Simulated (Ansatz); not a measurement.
# Na on Ti(0001): change of the work function, part 3 of 3

Wanted: Δφ(θ) for Na/Ti(0001), starting from the fcc site.

Ansatz 0.2.0; plane-wave DFT, PBE, Ansatz PAW.

So far, work function, upper face (eV): step 2 (the clean slab) 4.37; step 3 (37 atoms, coverage 0.111 ML, cell 3x3) 3.04.

### 4. Adsorbate added, k-mesh 6×6×1, coverage 0.25 ML

System of this step: Na/Ti(0001). The cell holds 17 atoms: 16 Ti and 1 Na. Its edges and angles: a = 5.900 Å, b = 5.900 Å, c = 27.815 Å, α = 90.0°, β = 90.0°, γ = 60.0°. Vacuum lies along c.

Another coverage, to see how the dipoles act on each other as their distance changes.

Input file input.yaml:

```yaml
crystal:
  lattice:
    - [5.9, 0.0, 0.0]
    - [2.95, 5.1095498824, 0.0]
    - [0.0, 0.0, 27.8150629669]
  atoms:
    - { symbol: Ti, position: [0.3333333333, 0.3333333333, 0.3235656885] }
    - { symbol: Ti, position: [0.0, 0.0, 0.4077754565] }
    - { symbol: Ti, position: [0.3333333333, 0.3333333333, 0.4944300801] }
    - { symbol: Ti, position: [0.0, 0.0, 0.572397722] }
    - { symbol: Ti, position: [0.3333333333, 0.8333333333, 0.3235656885] }
    - { symbol: Ti, position: [0.0, 0.5, 0.4077754565] }
    - { symbol: Ti, position: [0.3333333333, 0.8333333333, 0.4944300801] }
    - { symbol: Ti, position: [0.0, 0.5, 0.572397722] }
    - { symbol: Ti, position: [0.8333333333, 0.3333333333, 0.3235656885] }
    - { symbol: Ti, position: [0.5, 0.0, 0.4077754565] }
    - { symbol: Ti, position: [0.8333333333, 0.3333333333, 0.4944300801] }
    - { symbol: Ti, position: [0.5, 0.0, 0.572397722] }
    - { symbol: Ti, position: [0.8333333333, 0.8333333333, 0.3235656885] }
    - { symbol: Ti, position: [0.5, 0.5, 0.4077754565] }
    - { symbol: Ti, position: [0.8333333333, 0.8333333333, 0.4944300801] }
    - { symbol: Ti, position: [0.5, 0.5, 0.572397722] }
    - { symbol: Na, position: [0.1666666667, 0.1666666667, 0.6764343115] }
kpoints:
  mp_grid: { grid: [6, 6, 1] }
hamiltonian:
  xc: pbe
scf:
  occupations: { method: fermi_dirac, width: 0.1 }
  convergence: { dr2_threshold: 1.0e-08 }
efield:
  axis: 3
  dipole_correction: true
  ramp_position: 0.97
  ramp_width: 0.06
relax:
  f_tol: 0.02
  max_steps: 60
  constraints: [{ sites: [0, 1, 4, 5, 8, 9, 12, 13] }]
output:
  dos: { projected: true, e_range: [-8, 4] }
  write_potential: true
  write_density: true
  volumetric_format: npy
  elf: true
```

Run with:

```console
> ansatz run input.yaml --threads 4 --pin off --max-ram 16384MiB --backend cpu --events-out ev --progress --plain --runs-dir out
```

The log of the run:

```text
[...]
Crystal: 17 atoms, lattice volume = 838.522 Å³
Basis set: ecut = 420 eV, 16293 PW (Γ), exchange–correlation on 80×80×384 points (8 copies of the dense FFT grid, shifted against one another)
Bands: 121, of which v1, the nominal top of the filled ones, is band 101 counted from 1 (100 counted from 0)
Symmetry: 6 space group operations
[...]
k-points: 7 of 36 (time reversal used)
[...]
SCF iter   1: F=—  HF=-41474.707433 eV  |F-HF|=—  |Δ(HF+E_count)|=         —  Δρ=5.56e-3  dr2=2.38e0  ethr=1.77e-3  p=0.506 e·Å  D=1.09e-1 V/Å  ΔV_dip=-3.04 eV  dr2_dipole=1.18e0  V_vac-E_F(+/−)=1.05/4.09 eV  ⟨swp⟩=10.1  Hψ=4141  notcnv=0
[...]
SCF iter  11: F=-41474.592863 eV  HF=-41474.592863 eV  |F-HF|=7.20e-10  |Δ(HF+E_count)|=   8.94e-9  Δρ=2.15e-7  dr2=6.31e-10  ethr=4.98e-12  p=0.395 e·Å  D=8.53e-2 V/Å  ΔV_dip=-2.37 eV  dr2_dipole=6.59e-12  V_vac-E_F(+/−)=2.04/4.41 eV  ⟨swp⟩=11.3  Hψ=5767  notcnv=0
SCF 1 converged in 11 iterations: F = -41474.592863 eV  dr2 = 6.31e-10
[...]
relax step   1: F+E_penalty+E_count = -41474.59286289 eV  Δ(F+E_penalty+E_count) = +0.000e0 eV  max|allowed force component| = 3.927e-1 eV/Å  Δτ_max = 0.0000 Å  (11 SCF iters, accepted)
[...]
SCF iter   9: F=-41474.619039 eV  HF=-41474.619039 eV  |F-HF|=6.05e-9  |Δ(HF+E_count)|=   1.32e-8  Δρ=3.84e-7  dr2=3.01e-9  ethr=4.98e-12  p=0.387 e·Å  D=8.35e-2 V/Å  ΔV_dip=-2.32 eV  dr2_dipole=3.84e-10  V_vac-E_F(+/−)=2.09/4.41 eV  ⟨swp⟩=11.9  Hψ=7602  notcnv=0
SCF 2 converged in 9 iterations: F = -41474.619039 eV  dr2 = 3.01e-9
  Residual-converged pass: ⟨swp⟩=1.1  Hψ=876  notcnv=0  max |occ|·‖R‖ = 7.0e-9 eV (tolerance 1.0e-8 eV)  dr2=3.01e-9  dr2_onsite=4.81e-11  max |Δocc| = 1.6e-12
relax step   2: F+E_penalty+E_count = -41474.61903870 eV  Δ(F+E_penalty+E_count) = -2.618e-2 eV  max|allowed force component| = 1.367e-1 eV/Å  Δτ_max = 0.1070 Å  (9 SCF iters, accepted)
SCF iter   1: F=—  HF=-41474.627480 eV  |F-HF|=—  |Δ(HF+E_count)|=         —  Δρ=1.19e-3  dr2=1.80e-1  ethr=2.66e-4  p=0.387 e·Å  D=8.35e-2 V/Å  ΔV_dip=-2.32 eV  dr2_dipole=5.06e-2  V_vac-E_F(+/−)=2.09/4.42 eV  ⟨swp⟩=2.0  Hψ=1223  notcnv=0
[...]
SCF iter   8: F=-41474.625548 eV  HF=-41474.625548 eV  |F-HF|=6.20e-9  |Δ(HF+E_count)|=   1.90e-8  Δρ=4.48e-7  dr2=2.47e-9  ethr=4.98e-12  p=0.381 e·Å  D=8.23e-2 V/Å  ΔV_dip=-2.29 eV  dr2_dipole=2.49e-11  V_vac-E_F(+/−)=2.12/4.41 eV  ⟨swp⟩=12.3  Hψ=6465  notcnv=0
SCF 3 converged in 8 iterations: F = -41474.625548 eV  dr2 = 2.47e-9
relax step   3: F+E_penalty+E_count = -41474.62554761 eV  Δ(F+E_penalty+E_count) = -6.509e-3 eV  max|allowed force component| = 4.892e-2 eV/Å  Δτ_max = 0.0414 Å  (8 SCF iters, accepted)
SCF iter   1: F=—  HF=-41474.625783 eV  |F-HF|=—  |Δ(HF+E_count)|=         —  Δρ=3.61e-4  dr2=1.71e-2  ethr=2.63e-4  p=0.381 e·Å  D=8.23e-2 V/Å  ΔV_dip=-2.29 eV  dr2_dipole=5.77e-3  V_vac-E_F(+/−)=2.13/4.41 eV  ⟨swp⟩=1.6  Hψ=1131  notcnv=0
[...]
SCF iter   7: F=-41474.626195 eV  HF=-41474.626195 eV  |F-HF|=3.70e-9  |Δ(HF+E_count)|=   3.82e-8  Δρ=3.50e-7  dr2=1.98e-9  ethr=4.98e-12  p=0.378 e·Å  D=8.15e-2 V/Å  ΔV_dip=-2.27 eV  dr2_dipole=4.95e-10  V_vac-E_F(+/−)=2.14/4.41 eV  ⟨swp⟩=12.3  Hψ=6116  notcnv=0
SCF 4 converged in 7 iterations: F = -41474.626195 eV  dr2 = 1.98e-9
relax step   4: F+E_penalty+E_count = -41474.62619488 eV  Δ(F+E_penalty+E_count) = -6.473e-4 eV  max|allowed force component| = 3.540e-3 eV/Å  Δτ_max = 0.0258 Å  (7 SCF iters, accepted)
[...]
the search or the solves at the SCF's close seem to have found levels that the self-consistency loop had missed (the run counts 1). By its estimate they hold 2.72e-7 electrons. The energies and the density leave them out; if the run goes on with those levels, later outputs use occupations computed again with them
[...]
SCF converged after 7 iterations
Free energy (F): -41474.626195 eV
[...]
Internal energy: -41473.639359 eV  (E = F + TS)
E sigma→0 (E₀):  -41474.132777 eV
Entropy (-TS):   -0.986836 eV (-58.049 meV/atom)
Fermi energy:    2.535331 eV
Dipole field:    D = 0.081556 V/Å  (p = 0.377928 e·Å, saw-weighted, corrected)
Work function:   Φ+ = 2.1442 eV   Φ− = 4.4127 eV
[...]
--- Forces (eV/Å), atoms counted from 1 ---
  atom   1  Ti    -0.00939205    -0.00542250     0.58481421
  atom   2  Ti     0.02550792     0.01472701    -0.59793424
  atom   3  Ti     0.00185930     0.00107347    -0.00337227
  atom   4  Ti     0.00227707     0.00131467     0.00353976
  atom   5  Ti     0.00000000     0.01084500     0.58481421
  atom   6  Ti     0.00000000    -0.02945401    -0.59793424
  atom   7  Ti     0.00000000    -0.00214694    -0.00337227
  atom   8  Ti    -0.00000000    -0.00262933     0.00353976
  atom   9  Ti     0.00939205    -0.00542250     0.58481421
  atom  10  Ti    -0.02550792     0.01472701    -0.59793424
  atom  11  Ti    -0.00185930     0.00107347    -0.00337227
  atom  12  Ti    -0.00227707     0.00131467     0.00353976
  atom  13  Ti     0.00000000     0.00000000     0.56470676
  atom  14  Ti    -0.00000000    -0.00000000    -0.52410516
  atom  15  Ti     0.00000000     0.00000000    -0.00257643
  atom  16  Ti     0.00000000     0.00000000    -0.00018198
  atom  17  Na     0.00000000    -0.00000000     0.00098538
  max |Σ_I F_I| component: 2.91e-5 eV/Å
--- Band table (eV; the first three rows and the last of 7) ---
  k-point 0: bands = [... 97 lower, 2.6218, 2.8854, 2.9603, 3.0013, 3.0013, 3.0073, 3.1951, 3.1951, ... 16 higher]
  k-point 1: bands = [... 97 lower, 2.6082, 2.6873, 2.8321, 2.8478, 2.8502, 2.8906, 3.0887, 3.0962, ... 16 higher]
  k-point 2: bands = [... 97 lower, 2.4292, 2.4476, 2.5497, 2.5498, 2.5979, 2.6353, 2.7829, 2.7977, ... 16 higher]
  k-point 6: bands = [... 97 lower, 2.1333, 2.1387, 2.2121, 2.2226, 2.2379, 2.4749, 2.4931, 2.6201, ... 16 higher]
--- Relaxed structure (4 steps of the walk, 4 accepted, 0 SCFs on fresh bases) ---
  F+E_penalty+E_count = -41474.62619488 eV   max|allowed force component| = 3.540e-3 eV/Å
  atoms:
    - { symbol: Ti, position: [0.333333, 0.333333, 0.323566] }
    - { symbol: Ti, position: [2.666712e-17, 2.666712e-17, 0.407775] }
    - { symbol: Ti, position: [0.334763, 0.334763, 0.494351] }
    - { symbol: Ti, position: [-0.00167009, -0.00167009, 0.572033] }
    - { symbol: Ti, position: [0.333333, 0.833333, 0.323566] }
    - { symbol: Ti, position: [8.326673e-17, 0.500000, 0.407775] }
    - { symbol: Ti, position: [0.334763, 0.830475, 0.494351] }
    - { symbol: Ti, position: [-0.00167009, 0.503340, 0.572033] }
    - { symbol: Ti, position: [0.833333, 0.333333, 0.323566] }
    - { symbol: Ti, position: [0.5, 2.666712e-17, 0.407775] }
    - { symbol: Ti, position: [0.830475, 0.334763, 0.494351] }
    - { symbol: Ti, position: [0.503340, -0.00167009, 0.572033] }
    - { symbol: Ti, position: [0.833333, 0.833333, 0.323566] }
    - { symbol: Ti, position: [0.500000, 0.500000, 0.407775] }
    - { symbol: Ti, position: [0.833333, 0.833333, 0.492469] }
    - { symbol: Ti, position: [0.500000, 0.500000, 0.575599] }
    - { symbol: Na, position: [0.166667, 0.166667, 0.672154] }
```

The job ended after 1.7 min (4 threads of Arm Neoverse V1, shared host; peak memory 2.5 GiB).

The steps of the relaxation:

```tsv
step	energy less that of the first step (eV)	largest force component (eV/Å)
1	0.0000	0.3927
2	-0.0262	0.1367
3	-0.0327	0.0489
4	-0.0333	0.0035
```

The run keeps the 6 symmetry operations that the program found, so distortions that break them were not tested.

The atoms that moved most (Å):

```tsv
atom	dx	dy	dz	length
Na17	0.000	0.000	-0.119	0.119
Ti16	0.000	0.000	0.089	0.089
Ti15	0.000	0.000	-0.055	0.055
Ti8	0.000	0.017	-0.010	0.020
Ti12	0.015	-0.009	-0.010	0.020
Ti4	-0.015	-0.009	-0.010	0.020
Ti7	0.000	-0.015	-0.002	0.015
Ti11	-0.013	0.007	-0.002	0.015
```

Final coordinates:

```xyz
17
Lattice="5.9000 0.0000 0.0000 2.9500 5.1095 0.0000 0.0000 0.0000 27.8151" Properties=species:S:1:pos:R:3
Ti    2.9500    1.7032    9.0000
Ti    0.0000    0.0000   11.3423
Ti    2.9626    1.7105   13.7504
Ti   -0.0148   -0.0085   15.9111
Ti    4.4250    4.2580    9.0000
Ti    1.4750    2.5548   11.3423
Ti    4.4250    4.2434   13.7504
Ti    1.4750    2.5718   15.9111
Ti    5.9000    1.7032    9.0000
Ti    2.9500    0.0000   11.3423
Ti    5.8874    1.7105   13.7504
Ti    2.9648   -0.0085   15.9111
Ti    7.3750    4.2580    9.0000
Ti    4.4250    2.5548   11.3423
Ti    7.3750    4.2580   13.6981
Ti    4.4250    2.5548   16.0103
Na    1.4750    0.8516   18.6960
```

Numbers from this step:

```yaml
energy_at_zero_smearing: -41474.1328 eV
work_function_upper_face: 2.144 eV
work_function_lower_face: 4.413 eV
dipole_along_the_normal: 0.3779 e·Å
step_between_the_vacuum_levels: -2.268 eV
```

Running mean over 2.342 Å of the planar mean; the ramp of the sawtooth is left out. The electron's electrostatic potential energy less the Fermi level by z:

```tsv
z (Å)	electron's electrostatic potential energy less the Fermi level (eV)
4	4.41
5	4.39
6	4.23
7	2.88
8	-3.13
9	-6.74
10	-6.59
11	-6.58
12	-6.43
13	-6.40
14	-6.90
15	-7.49
16	-6.72
17	-2.92
18	1.12
19	1.17
20	1.59
21	2.06
22	2.13
23	2.14
24	2.14
```

The density of states has structure finer than the step of the table below, so its rows give means over 0.2 eV. Peaks (eV: height): -1.26: 51.3, -1.02: 35.1, -0.84: 45.8, -0.72: 68.4, -0.63: 51.3, -0.06: 60.0, 0.39: 48.4.

The density of states by energy, zero at the Fermi level; means over each step:

```tsv
energy (eV)	density of states (states/eV a cell)
-6.0	0
-5.8	0.0564
-5.6	1.07
-5.4	1.05
-5.2	1.20
-5.0	1.14
-4.8	1.56
-4.6	2.61
-4.4	3.14
-4.2	2.33
-4.0	2.43
-3.8	2.79
-3.6	4.91
-3.4	4.55
-3.2	2.47
-3.0	7.12
-2.8	9.40
-2.6	5.52
-2.4	17.3
-2.2	13.2
-2.0	17.9
-1.8	19.9
-1.6	18.7
-1.4	13.9
-1.2	23.5
-1.0	25.5
-0.8	40.3
-0.6	20.1
-0.4	18.0
-0.2	26.0
0.0	33.3
0.2	28.6
0.4	36.3
0.6	31.8
```

Projected DOS per atom over height of the atomic layer and energy from the Fermi level. Layers: Ti4 Ti4 Ti4 Ti4 Na from below.

Ten even steps from '_' (0.00 states/eV) to '@' (2.81 states/eV), each cell a mean:
```
%%####@@..
@@++==##__
##==--**__
++**====..
++==++##--
--====--__
--====--__
::====--__
....::..__
........__
__________
__________
__________
__________
__________
__________
__________
__________
__________
__________
__________
__________
```
Columns: height of the atomic layer (Å) from 9 to 18.7 (not evenly spaced); rows upwards: energy from the Fermi level (eV) from -7.96 to 0.745.

Electrostatic potential energy in the ca plane at fractional y = 0.000, with atoms of Ti within 0.2 Å of it. With pseudopotentials it is smooth inside the atoms' cores, unlike the true potential.

Ten even steps from '0' (-35 eV) to '9' (6 eV), each cell a mean:
```
99850002689999973000379999999999999999999999
88873125788888886212689999999999999999999999
78987678888667888767899999999999999999999999
68999889987546899888999999999999999999999999
68998888987656898888899999999999999999999999
88885446888778887445789999999999999999999999
99851003789989984101489999999999999999999999
99840001689999972000279999999999999999999999
99850002689999973000379999999999999999999999
88873125799888886323689999889999999999999999
78987678898767888767899988888999999999999999
68999889998646899988999987788999999999999999
68998888998656899888999988788999999999999999
88885446898878887545789998889999999999999999
99851003789999984101489999999999999999999999
99840001689999972000279999999999999999999999
```
Columns run along c (16.0 Å, from fractional 0.34 to 0.91 of the cell; values clipped at the 3rd and 97th percentile), rows up along a (5.9 Å). Atoms in or near the plane, at fractional coordinates: Ti at (0.41, 0.00), Ti at (0.57, 0.00), Ti at (0.41, 0.50), Ti at (0.57, 0.50).

Valence density in the ca plane at fractional y = 0.000, with atoms of Ti within 0.2 Å of it. It is the smooth field of the valence electrons, not physical close to the nuclei.

Values in units of 1e0 e/Å³, 9 rows by 16 columns, each cell a mean:
```
0.2 2.3 3.8 0.2 0.2 0.3 4.8 1.4 0.0 0.0 0.0 0.0 0.0 0.0 0.0 0.0
0.2 0.3 0.3 0.2 0.4 0.2 0.4 0.2 0.0 0.0 0.0 0.0 0.0 0.0 0.0 0.0
0.3 0.2 0.2 0.2 0.5 0.2 0.3 0.1 0.0 0.0 0.0 0.0 0.0 0.0 0.0 0.0
0.2 1.7 2.7 0.2 0.2 0.3 3.5 1.0 0.0 0.0 0.0 0.0 0.0 0.0 0.0 0.0
0.2 3.7 5.8 0.2 0.2 0.4 7.1 2.2 0.0 0.0 0.0 0.0 0.0 0.0 0.0 0.0
0.2 0.8 1.3 0.2 0.3 0.2 1.5 0.5 0.1 0.1 0.0 0.0 0.0 0.0 0.0 0.0
0.3 0.2 0.2 0.2 0.5 0.2 0.2 0.1 0.1 0.2 0.0 0.0 0.0 0.0 0.0 0.0
0.2 0.5 0.7 0.2 0.3 0.2 0.8 0.3 0.1 0.1 0.0 0.0 0.0 0.0 0.0 0.0
0.2 3.3 5.3 0.2 0.2 0.4 6.3 2.0 0.1 0.0 0.0 0.0 0.0 0.0 0.0 0.0
```
Columns run along c (16.0 Å, from fractional 0.34 to 0.91 of the cell), rows up along a (5.9 Å). Atoms in or near the plane, at fractional coordinates: Ti at (0.41, 0.00), Ti at (0.57, 0.00), Ti at (0.41, 0.50), Ti at (0.57, 0.50).

ELF in the ca plane at fractional y = 0.000, with atoms of Ti within 0.2 Å of it. It is the smooth field of the valence electrons, not physical close to the nuclei.

Ten even steps from '0' (0.00) to '9' (0.76), each cell a mean:
```
77337457247778735637611233322211000000000000
34324763244234422676212333322110000000000000
12432222331121232222234443221100000000000000
21464334531232245423456543211000000000000000
12443223431221244222345543211000000000000000
23322442232122332343113333221100000000000000
66326775245556624767411333322110000000000000
97347137348899836515711333222221000000000000
77337457247778735647612321000122100000000000
34324763244334432575213310000012210000000000
12432222342121233222246200100002210000000000
21454334541232145433477202310001211000000000
12443223541121244322366201210001211000000000
23322442243122332343125300000012210000000000
66326775246556633777412310000112110000000000
97347137348899836515611332111121100000000000
```
Columns run along c (16.0 Å, from fractional 0.34 to 0.91 of the cell), rows up along a (5.9 Å). Atoms in or near the plane, at fractional coordinates: Ti at (0.41, 0.00), Ti at (0.57, 0.00), Ti at (0.41, 0.50), Ti at (0.57, 0.50).

The relaxation took 4 steps and lowered the energy by 0.033 eV; the largest force on the free atoms ends at 0.0035 eV/Å.

By hand: a sheet of dipoles makes a step −p/(ε₀A) in the electron's potential. With e/ε₀ = 180.95 V·Å, p = 0.3779 e·Å and A = 30.15 Å², that is −180.95 × (0.3779) / 30.15 = -2.268 eV, and the two vacuum levels of the run differ by -2.268 eV.

The covered face has 2.14 eV, -2.23 eV against the clean one; the bare back face has moved by -0.01 eV, a measure of how thin the slab is.

### 5. Work function against coverage

This step: plane-wave DFT, PBE, Ansatz PAW; work function against coverage (Ansatz 0.2.0).

The runs are now put side by side.

This step gave:

```
work function of the clean face     : 4.373 eV
largest change of the work function : -2.229 eV
```

Table of work function of the covered face by coverage:

```tsv
coverage (adsorbates/nm²)	work function of the covered face (eV)
0.00	4.37
1.47	3.04
3.32	2.14
```

The dipole per adsorbate comes from the change of the cell's dipole. Coverage, by row:

```tsv
coverage (1/nm²)	coverage (ML)	work function (eV)	change (eV)	dipole per adsorbate, positive end outwards (debye)	mean height of the added atoms over the highest substrate atom (Å)
1.474	0.1111	3.039	-1.334	2.394	2.751
3.317	0.25	2.144	-2.229	1.775	2.686
```

### 6. Outcome

```json
{
 "work function of the clean face": "4.37 eV",
 "work function at 0.11 ML": "3.04 eV",
 "work function at 0.25 ML": "2.14 eV",
 "dipole per adsorbate at 0.11 ML, positive end outwards": "2.39 D"
}
```

In words: Na lowers the work function of Ti(0001) at the lowest coverage, by 1.33 eV: the adsorbate layer has its positive end outwards. The slab has 4 layers, at the tabulated experimental lattice constant, one starting site was run, and quantum-size effects of a slab this thin can reach one or two tenths of an eV.

[Long decimals in the printed logs are rounded to 6 places.]

[Logs are printed without paths, hosts, clocks, repeated set-up lines and the standing remarks that a program may print on its own settings, such as how far it seeks lower states.]

[Hosts, paths, dates, database ids (printed as entryN), source tags and the programs' standing remarks are cut or masked in the printed files.]

[Maps of the electrostatic potential energy from Ansatz leave out the sawtooth potential of an applied field or a dipole correction, so their vacuum need not be flat; planar profiles and work functions include it.]

[The density of states shown here was stored with 400 of the rows of the run's finer table, so its peaks can read low, often by over a quarter, or be missed, and its means over a window can be off by a tenth or more.]
